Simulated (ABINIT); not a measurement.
# PbO (P4/nmm): a self-consistent loop beyond G0W0, cycle by cycle

Wanted: G0W0 and self-consistent gaps of PbO (P4/nmm), with the cost of the cycles.

Program: ABINIT 10.8.3. Level of theory: PBE and many-body steps on it, plane waves. Results are calculated unless marked as measured.

The database entry behind the starting cell differs from later determinations by our own check (c about 1 % long), so it need not match the best structure at ambient conditions.

## (1) Set-up

It takes space group P4/nmm (No. 129, tetragonal). The conventional cell has a = 3.960 Å, b = 3.960 Å, c = 5.070 Å, α = 90.00°, β = 90.00°, γ = 90.00°. Nearest to Pb lie 4 O at 2.32 Å. Nearest to O lie 4 Pb at 2.32 Å. Farther neighbours and most contacts between anions are not listed.

 The runs that relaxed it are not among those shown. Spin-orbit coupling is left out unless a step names it.

## (2) Empty states on the mesh, 4×4×2 mesh, 111 bands

This step: ABINIT 10.8.3; DFT, PBE, plane waves, norm-conserving pseudopotentials.

The sums over transitions need many empty states on a uniform mesh; this step solves for them.

Contents of run.abi:

```
acell 3*1.0 Angstrom
rprim 
  3.960000000000 0.000000000000 0.000000000000
  0.000000000000 3.960000000000 0.000000000000
  0.000000000000 0.000000000000 5.070000000000
ntypat 2
znucl 82 8
natom 4
typat 1 1 2 2
xred 
  0.000000000000 0.500000000000 0.239357705921
  0.500000000000 0.000000000000 0.760642294079
  -0.000000000000 0.000000000000 0.000000000000
  0.500000000000 0.500000000000 0.000000000000
pp_dirpath "pseudos"
pseudos "Pb.upf, O.upf"
ecut 42
ngkpt 4 4 2
nshiftk 1
shiftk 0 0 0
kptopt 1
chksymbreak 0
iscf -2
irdden 1
istwfk *1
nband 111
nbdbuf 10
tolwfr 1e-09
nstep 60
prtvol 0
indata_prefix "in"
outdata_prefix "out"
tmpdata_prefix "tmp"
```

The run is started by

```bash
$ OMP_NUM_THREADS=1 mpirun -n 8 abinit run.abi > log
```

Numbers of over 12 decimals in the logs are rounded to 6 here.

Log:

```text
.Version 10.8.3 of ABINIT. v10.8.2 released Aug 2026.

 Symmetries : space group P4/n m m (#129); Bravais tP (primitive tetrag.)
[... echo of the input left out ...]
== DATASET  1 ==================================================================
-   mpi_nproc: 8, omp_nthreads: 1 (-1 if OMP is not activated)
-    --> not optimal distribution: autoparal keyword recommended in input file <--

--- !DatasetInfo
iteration_state: {dtset: 1, }
dimensions: {natom: 4, nkpt: 12, mband: 111, nsppol: 1, nspinor: 1, nspden: 1, mpw: 7032, }
cutoff_energies: {ecut:  42.0, pawecutdg:  -1.0, }
[...]
1.83989    1.85804    1.86959    1.86959    1.87550    1.89253    1.91117    1.91117
   1.91922    1.93503    1.93692    1.93692    2.04069    2.04069    2.07166    2.08131
   2.09491    2.11778    2.11778    2.12488    2.14095    2.14105    2.17135
 prteigrs : prtvol=0 or 1, do not print more k-points.

== END DATASET(S) ==============================================================
================================================================================

 -outvars: echo values of variables after computation  --------
            nband         111
             nkpt          12
          spgroup         129
 [... the other variables as echoed above ...]

 Calculation completed.
```

Wall time 30 s (8 MPI ranks of AMD EPYC 9R45, shared host); peak memory 0.8 GiB.

This step gave:

```yaml
gap: 1.117 eV
k_of_the_valence_top: 0, 0, 0
k_of_the_conduction_bottom: 0.5, 0.5, 0
least_direct_gap: 2.098 eV
k_points_computed: 12
lowest_point_of_the_top_converged_band_above_the_valence_top: 47.02 eV
```

On this mesh the gap is 1.117 eV.

The density comes from a self-consistent run that is not shown.

## (3) Screening, 4×4×2 mesh, 101 bands, screening to 106.1 eV

The RPA dielectric matrix is built and inverted for each q.

This step: RPA screening on PBE, plane waves, norm-conserving pseudopotentials.

run.abi, as its differences from that of step 2:

```diff
@@ -22,10 +22,11 @@
 chksymbreak 0
-iscf -2
-irdden 1
 istwfk *1
-nband 111
-nbdbuf 10
-tolwfr 1e-09
-nstep 60
-prtvol 0
+occopt 1
+irdwfk 1
+optdriver 3
+nband 101
+ecuteps 3.9
+inclvkb 2
+awtr 1
+symchi 1
 indata_prefix "in"
```

Log:

```text
.Version 10.8.3 of ABINIT. v10.8.2 released Aug 2026.

 Symmetries : space group P4/n m m (#129); Bravais tP (primitive tetrag.)
[... echo of the input left out ...]
== DATASET  1 ==================================================================
-   mpi_nproc: 8, omp_nthreads: 1 (-1 if OMP is not activated)

--- !DatasetInfo
iteration_state: {dtset: 1, }
dimensions: {natom: 4, nkpt: 12, mband: 101, nsppol: 1, nspinor: 1, nspden: 1, mpw: 7032, }
cutoff_energies: {ecut:  42.0, pawecutdg:  -1.0, }
electrons: {nelect:   5.60000000E+01, charge:   0.00000000E+00, occopt:   1.00000000E+00, tsmear:   1.00000000E-02, }

 SCREENING: Calculation of the susceptibility and dielectric matrices

 Based on a program developped by R.W. Godby, V. Olevano, G. Onida, and L. Reining.
 Incorporated in ABINIT by V. Olevano, G.-M. Rignanese, and M. Torrent.
.Using double precision arithmetic ; gwpc =  8

[... cell and pseudopotentials left out ...]
--------------------------------------------------------------------------------

 ==== K-mesh for the wavefunctions ====
 Number of points in the irreducible wedge :    12
[... list of points left out ...]
 Together with 16 symmetry operations and time-reversal symmetry
 yields    32 points in the full Brillouin Zone.

 ==== Q-mesh for the screening function ====
 Number of points in the irreducible wedge :    12
[... list of points left out ...]
 Together with 16 symmetry operations and time-reversal symmetry
 yields    32 points in the full Brillouin Zone.

 setmesh: FFT mesh size selected  =    30x   30x   40
          total number of points  =        36000

 vcoul_init : cutoff-mode = AUXILIARY_FUNCTION
 q-points for optical limit:   1
     1)      0.000010    0.000020    0.000030

- screening: taking advantage of time-reversal symmetry
- Maximum band index for partially occupied states nbvw = 28
- Remaining bands to be divided among processors   nbcw = 73
- Number of bands treated by each node ~9

 Number of electrons calculated from density =   56.0000; Expected =   56.0000
 average of density, n =  0.104374
 r_s =    1.3176
 omega_plasma =   31.1639 [eV]

 calculating chi0 at frequencies [eV] :
  1    0.000000E+00    0.000000E+00
  2    0.000000E+00    3.116392E+01

--------------------------------------------------------------------------------
  q-point number  1        q = ( 0.000000, 0.000000, 0.000000) [r.l.u.]
--------------------------------------------------------------------------------
[... chi0 elements left out ...]
 For q-point:  0.000010 0.000020 0.000030
  dielectric constant =   6.4856
  dielectric constant without local fields =   7.3271

  Average fulfillment of the sum rule on Im[epsilon] for q-point    1 :     51.67  [%]
[... wings left out ...]
  q-point number  2        q = ( 0.250000, 0.000000, 0.000000) [r.l.u.]
--------------------------------------------------------------------------------
[... chi0 elements left out ...]
  Average fulfillment of the sum rule on Im[epsilon] for q-point    2 :     66.97  [%]

 [... 10 further q-points ...]
```

Wall time 27 s (8 MPI ranks); peak memory 3.1 GiB.

Numbers from this step:

- ε∞ with local fields, on this mesh, along the program's q direction: 6.486
- the same without local fields: 7.327
- plasma frequency: 31.16 eV
- plane waves in the screening matrix: 213

Local fields lower ε∞ by 11 %. On a Γ-centred mesh this coarse the value itself is usually too large, while a short band sum pulls it down.

## (4) G0W0

The self-energy is evaluated for the states that the input lists, and the levels follow from it, in one-shot runs by the linearised quasiparticle equation.

This step: G0W0 on PBE, plane waves, norm-conserving pseudopotentials.

run.abi, as its differences from that of step 3:

```diff
@@ -25,8 +25,17 @@
 irdwfk 1
-optdriver 3
+optdriver 4
 nband 101
+gwcalctyp 0
+ecutsigx 42
+symsigma 1
+nkptgw 2
+kptgw 
+  0.0000000000 0.0000000000 0.0000000000
+  0.5000000000 0.5000000000 0.0000000000
+bdgw 
+  26 30
+  27 30
 ecuteps 3.9
-inclvkb 2
-awtr 1
-symchi 1
+irdscr 1
+ppmodel 1
 indata_prefix "in"
```

Log:

```text
.Version 10.8.3 of ABINIT. v10.8.2 released Aug 2026.

 Symmetries : space group P4/n m m (#129); Bravais tP (primitive tetrag.)
[... echo of the input left out ...]
== DATASET  1 ==================================================================
-   mpi_nproc: 8, omp_nthreads: 1 (-1 if OMP is not activated)

--- !DatasetInfo
iteration_state: {dtset: 1, }
dimensions: {natom: 4, nkpt: 12, mband: 101, nsppol: 1, nspinor: 1, nspden: 1, mpw: 7032, }
cutoff_energies: {ecut:  42.0, pawecutdg:  -1.0, }
electrons: {nelect:   5.60000000E+01, charge:   0.00000000E+00, occopt:   1.00000000E+00, tsmear:   1.00000000E-02, }

 SIGMA: Calculation of the GW corrections

 Based on a program developped by R.W. Godby, V. Olevano, G. Onida, and L. Reining.
 Incorporated in ABINIT by V. Olevano, G.-M. Rignanese, and M. Torrent.
.Using double precision arithmetic ; gwpc =  8

[... cell and pseudopotentials left out ...]
--------------------------------------------------------------------------------

 ==== K-mesh for the wavefunctions ====
 Number of points in the irreducible wedge :    12
[... list of points left out ...]
 Together with 16 symmetry operations and time-reversal symmetry
 yields    32 points in the full Brillouin Zone.

 ==== Q-mesh for screening function ====
 Number of points in the irreducible wedge :    12
[... list of points left out ...]
 Together with 16 symmetry operations and time-reversal symmetry
 yields    32 points in the full Brillouin Zone.

 vcoul_init : cutoff-mode = AUXILIARY_FUNCTION
 q-points for optical limit:   1
     1)      0.000010    0.000020    0.000030
 setmesh: FFT mesh size selected  =    48x   48x   60
          total number of points  =       138240

 Number of electrons calculated from density =   56.0000; Expected =   56.0000
 average of density, n =  0.104374
 r_s =    1.3176
 omega_plasma =   31.1639 [eV]

 === KS Band Gaps ===
  >>>> For spin  1
   Minimum direct gap =   2.0982 [eV], located at k-point      :   0.5000  0.5000  0.0000
   Fundamental gap    =   1.1167 [eV], Top of valence bands at :   0.0000  0.0000  0.0000
                                       Bottom of conduction at :   0.5000  0.5000  0.0000
 SIGMA fundamental parameters:
 PLASMON POLE MODEL  1
 number of plane-waves for SigmaX                 6975
 number of plane-waves for SigmaC and W            213
 number of plane-waves for wavefunctions          6975
 number of bands                                   101
 number of independent spin polarizations            1
 number of spinorial components                      1
 number of k-points in IBZ                          12
 number of q-points in IBZ                          12
 number of symmetry operations                      16
 number of k-points in BZ                           32
 number of q-points in BZ                           32
 number of frequencies for dSigma/dE                 9
 frequency step for dSigma/dE [eV]                0.25
 number of omega for Sigma on real axis              0
 max omega for Sigma on real axis  [eV]           0.00
 zcut for avoiding poles [eV]                     0.10

 EPSILON^-1 parameters (SCR file):
 dimension of the eps^-1 matrix on file            213
 dimension of the eps^-1 matrix used               213
 number of plane-waves for wavefunctions          6975
 number of bands                                   101
 number of q-points in IBZ                          12
 number of frequencies                               2
 number of real frequencies                          1
 number of imag frequencies                          1

 matrix elements of self-energy operator (all in [eV])

 Perturbative Calculation

--- !SelfEnergy_ee
iteration_state: {dtset: 1, }
kpoint     : [   0.000,    0.000,    0.000, ]
spin       : 1
KS_gap     :    2.415
QP_gap     :    2.827
Delta_QP_KS:    0.412
data: !SigmaeeData |
     Band     E0 <VxcDFT>   SigX SigC(E0)      Z dSigC/dE  Sig(E)    E-E0       E
       26   5.518 -19.674 -24.498   5.105   0.763  -0.311 -19.459   0.215   5.732
       27   5.518 -19.674 -24.498   5.105   0.763  -0.311 -19.459   0.215   5.732
       28   7.101 -18.066 -20.543   2.783   0.793  -0.261 -17.823   0.243   7.344
       29   9.516 -12.430  -8.465  -3.181   0.835  -0.197 -11.775   0.655  10.171
       30  12.639 -11.343  -6.801  -3.695   0.836  -0.196 -10.634   0.709  13.348

--- !SelfEnergy_ee
iteration_state: {dtset: 1, }
kpoint     : [   0.500,    0.500,    0.000, ]
spin       : 1
KS_gap     :    2.098
QP_gap     :    2.021
Delta_QP_KS:   -0.077
data: !SigmaeeData |
     Band     E0 <VxcDFT>   SigX SigC(E0)      Z dSigC/dE  Sig(E)    E-E0       E
       27   6.120 -20.439 -25.099   5.109   0.762  -0.312 -20.097   0.342   6.462
       28   6.120 -20.439 -25.099   5.109   0.762  -0.312 -20.097   0.342   6.462
       29   8.218 -10.090  -6.822  -2.953   0.839  -0.191  -9.825   0.265   8.483
       30   8.218 -10.090  -6.822  -2.953   0.839  -0.191  -9.825   0.265   8.483

== END DATASET(S) ==============================================================
================================================================================

 -outvars: echo values of variables after computation  --------
           etotal      0.0000000000E+00
            nband         101
             nkpt          12
          spgroup         129
 [... the other variables as echoed above ...]

 Calculation completed.
```

Elapsed: 5.4 s, on 8 MPI ranks; peak memory 2.2 GiB.

Numbers from this step:

- G0W0 gap on the points computed: 1.139 eV
- starting gap on the mesh: 1.117 eV
- k of the valence top: 0, 0, 0
- k of the conduction bottom: 0.5, 0.5, 0
- Z at the valence top: 0.793
- Z at the conduction bottom: 0.839
- least direct G0W0 gap on the computed points: 2.021 eV

The gap on the mesh goes from 1.12 eV to 1.14 eV, a correction of +0.02 eV.

## (5) evGW0, cycle 1

This step: evGW0 on PBE, plane waves, norm-conserving pseudopotentials.

run.abi, as its differences from that of step 4:

```diff
@@ -27,12 +27,32 @@
 nband 101
-gwcalctyp 0
+gwcalctyp 10
 ecutsigx 42
 symsigma 1
-nkptgw 2
+nkptgw 12
 kptgw 
   0.0000000000 0.0000000000 0.0000000000
+  0.2500000000 0.0000000000 0.0000000000
+  0.5000000000 0.0000000000 0.0000000000
+  0.2500000000 0.2500000000 0.0000000000
+  0.5000000000 0.2500000000 0.0000000000
   0.5000000000 0.5000000000 0.0000000000
+  0.0000000000 0.0000000000 0.5000000000
+  0.2500000000 0.0000000000 0.5000000000
+  0.5000000000 0.0000000000 0.5000000000
+  0.2500000000 0.2500000000 0.5000000000
+  0.5000000000 0.2500000000 0.5000000000
+  0.5000000000 0.5000000000 0.5000000000
 bdgw 
-  26 30
-  27 30
+  21 32
+  21 32
+  21 32
+  21 32
+  21 32
+  21 32
+  21 32
+  21 32
+  21 32
+  21 32
+  21 32
+  21 32
 ecuteps 3.9
```

Log:

```text
.Version 10.8.3 of ABINIT. v10.8.2 released Aug 2026.

 Symmetries : space group P4/n m m (#129); Bravais tP (primitive tetrag.)
[... echo of the input left out ...]
== DATASET  1 ==================================================================
-   mpi_nproc: 8, omp_nthreads: 1 (-1 if OMP is not activated)

--- !DatasetInfo
iteration_state: {dtset: 1, }
dimensions: {natom: 4, nkpt: 12, mband: 101, nsppol: 1, nspinor: 1, nspden: 1, mpw: 7032, }
cutoff_energies: {ecut:  42.0, pawecutdg:  -1.0, }
electrons: {nelect:   5.60000000E+01, charge:   0.00000000E+00, occopt:   1.00000000E+00, tsmear:   1.00000000E-02, }

 SIGMA: Calculation of the GW corrections

 Based on a program developped by R.W. Godby, V. Olevano, G. Onida, and L. Reining.
 Incorporated in ABINIT by V. Olevano, G.-M. Rignanese, and M. Torrent.
.Using double precision arithmetic ; gwpc =  8

[... cell and pseudopotentials left out ...]
--------------------------------------------------------------------------------

 ==== K-mesh for the wavefunctions ====
 Number of points in the irreducible wedge :    12
[... list of points left out ...]
 Together with 16 symmetry operations and time-reversal symmetry
 yields    32 points in the full Brillouin Zone.

 ==== Q-mesh for screening function ====
 Number of points in the irreducible wedge :    12
[... list of points left out ...]
 Together with 16 symmetry operations and time-reversal symmetry
 yields    32 points in the full Brillouin Zone.

 vcoul_init : cutoff-mode = AUXILIARY_FUNCTION
 q-points for optical limit:   1
     1)      0.000010    0.000020    0.000030
 setmesh: FFT mesh size selected  =    48x   48x   60
          total number of points  =       138240

 Number of electrons calculated from density =   56.0000; Expected =   56.0000
[...]
spin       : 1
KS_gap     :    4.879
QP_gap     :    5.806
Delta_QP_KS:    0.927
data: !SigmaeeData |
     Band     E_DFT   <VxcDFT>   E(N-1)  <Hhartree>   SigX  SigC[E(N-1)]    Z     dSigC/dE  Sig[E(N)]  DeltaE  E(N)_pert E(N)_diago
[...]
--- !SelfEnergy_ee
iteration_state: {dtset: 1, }
kpoint     : [   0.500,    0.500,    0.500, ]
spin       : 1
KS_gap     :    4.316
QP_gap     :    4.709
Delta_QP_KS:    0.394
data: !SigmaeeData |
     Band     E_DFT   <VxcDFT>   E(N-1)  <Hhartree>   SigX  SigC[E(N-1)]    Z     dSigC/dE  Sig[E(N)]  DeltaE  E(N)_pert E(N)_diago
[...]
31    11.764   -12.007    11.764    23.771    -7.482    -3.618     0.831    -0.204   -11.254     0.753    12.517    12.671
       32    11.764   -12.008    11.764    23.771    -7.482    -3.618     0.831    -0.204   -11.254     0.754    12.517    12.671

 New Fermi energy :        2.929151E-01 Ha ,    7.970625E+00 eV

 === QP Band Gaps ===
  >>>> For spin  1
   Minimum direct gap =   1.9651 [eV], located at k-point      :   0.5000  0.5000  0.0000
   Fundamental gap    =   1.1260 [eV], Top of valence bands at :   0.0000  0.0000  0.0000
                                       Bottom of conduction at :   0.5000  0.5000  0.0000

 writing QP data on file : out_QPS

 Convergence of QP corrections
 >>>>> For spin  1 <<<<<
.  kptgw no:  1; Maximum DeltaE = (   0.000   0.000) for band index:  2
.  kptgw no:  2; Maximum DeltaE = (  -0.903   0.001) for band index: 10
.  kptgw no:  3; Maximum DeltaE = (  -0.218  -0.000) for band index: 11
[...]
.  kptgw no: 11; Maximum DeltaE = (  -0.672   0.003) for band index:  9
.  kptgw no: 12; Maximum DeltaE = (  -0.348   0.000) for band index: 12

== END DATASET(S) ==============================================================
================================================================================

 -outvars: echo values of variables after computation  --------
           etotal      0.0000000000E+00
            nband         101
             nkpt          12
          spgroup         129
 [... the other variables as echoed above ...]

 Calculation completed.
```

Wall time 80 s (8 MPI ranks); peak memory 4.8 GiB.

This step gave:

```yaml
quasiparticle_gap_on_the_mesh: 1.126 eV
gap_of_the_density_functional_on_the_mesh: 1.117 eV
k_of_the_valence_top: 0, 0, 0
k_of_the_conduction_bottom: 0.5, 0.5, 0
z_at_the_valence_top: 0.793
z_at_the_conduction_bottom: 0.839
least_direct_quasiparticle_gap_on_the_computed_points: 1.966 eV
```

Against G0W0 in ABINIT (4×4×2 mesh, 101 bands, screening to 106.1 eV, Godby-Needs plasmon pole), the gap moves by −0.013 eV. This first cycle still uses the starting levels; it takes the full correction, at all points of the mesh, and its linearised value is 1.139 eV.

## (6) evGW0, cycle 2

The corrected levels of the last cycle go back in.

run.abi, as its differences from that of step 5:

```diff
@@ -60,2 +60,3 @@
 ppmodel 1
+irdqps 1
 indata_prefix "in"
```

Log:

```text
.Version 10.8.3 of ABINIT. v10.8.2 released Aug 2026.

 Symmetries : space group P4/n m m (#129); Bravais tP (primitive tetrag.)
[... echo of the input left out ...]
== DATASET  1 ==================================================================
-   mpi_nproc: 8, omp_nthreads: 1 (-1 if OMP is not activated)

--- !DatasetInfo
iteration_state: {dtset: 1, }
dimensions: {natom: 4, nkpt: 12, mband: 101, nsppol: 1, nspinor: 1, nspden: 1, mpw: 7032, }
cutoff_energies: {ecut:  42.0, pawecutdg:  -1.0, }
[...]
.  kptgw no:  3; Maximum DeltaE = (   0.035  -0.000) for band index: 12
[...]
.  kptgw no: 11; Maximum DeltaE = (   0.079   0.001) for band index:  9
.  kptgw no: 12; Maximum DeltaE = (   0.085   0.000) for band index: 11

== END DATASET(S) ==============================================================
================================================================================

 -outvars: echo values of variables after computation  --------
           etotal      0.0000000000E+00
            nband         101
             nkpt          12
          spgroup         129
 [... the other variables as echoed above ...]

 Calculation completed.
```

Run time: 79 s. Hardware: 8 MPI ranks; peak memory 4.8 GiB.

Numbers from this step:

```
quasiparticle gap on the mesh                         : 1.170 eV
gap of the density functional on the mesh             : 1.117 eV
k of the valence top                                  : 0, 0, 0
k of the conduction bottom                            : 0.5, 0.5, 0
least direct quasiparticle gap on the computed points : 2.055 eV
```

Against the cycle before, the gap moves by +0.044 eV.

(Part 1 of 3 ends here.)

[Paths, hosts, dates, memory and timing lines, banners, echoed tables and standing remarks are left out of the program output.]

[Logs are printed without paths, hosts, clocks, repeated set-up lines and the standing remarks that a program may print on its own settings, such as how far it seeks lower states.]

[Runs of the session that timed out or met a known fault of the program may be left out.]

[Hosts, paths, dates, database ids (printed as entryN), source tags and the programs' standing remarks are cut or masked in the printed files.]

[G0W0 gaps are taken among the corrected bands and points alone; a level outside them can change the order at an edge.]

[Where Ansatz stands beside ABINIT at settings called matched, ABINIT's density can come from a denser mesh and the files from another edition; pairs whose starting gaps differed by over 0.03 eV were left out, so agreement reads better than it is.]
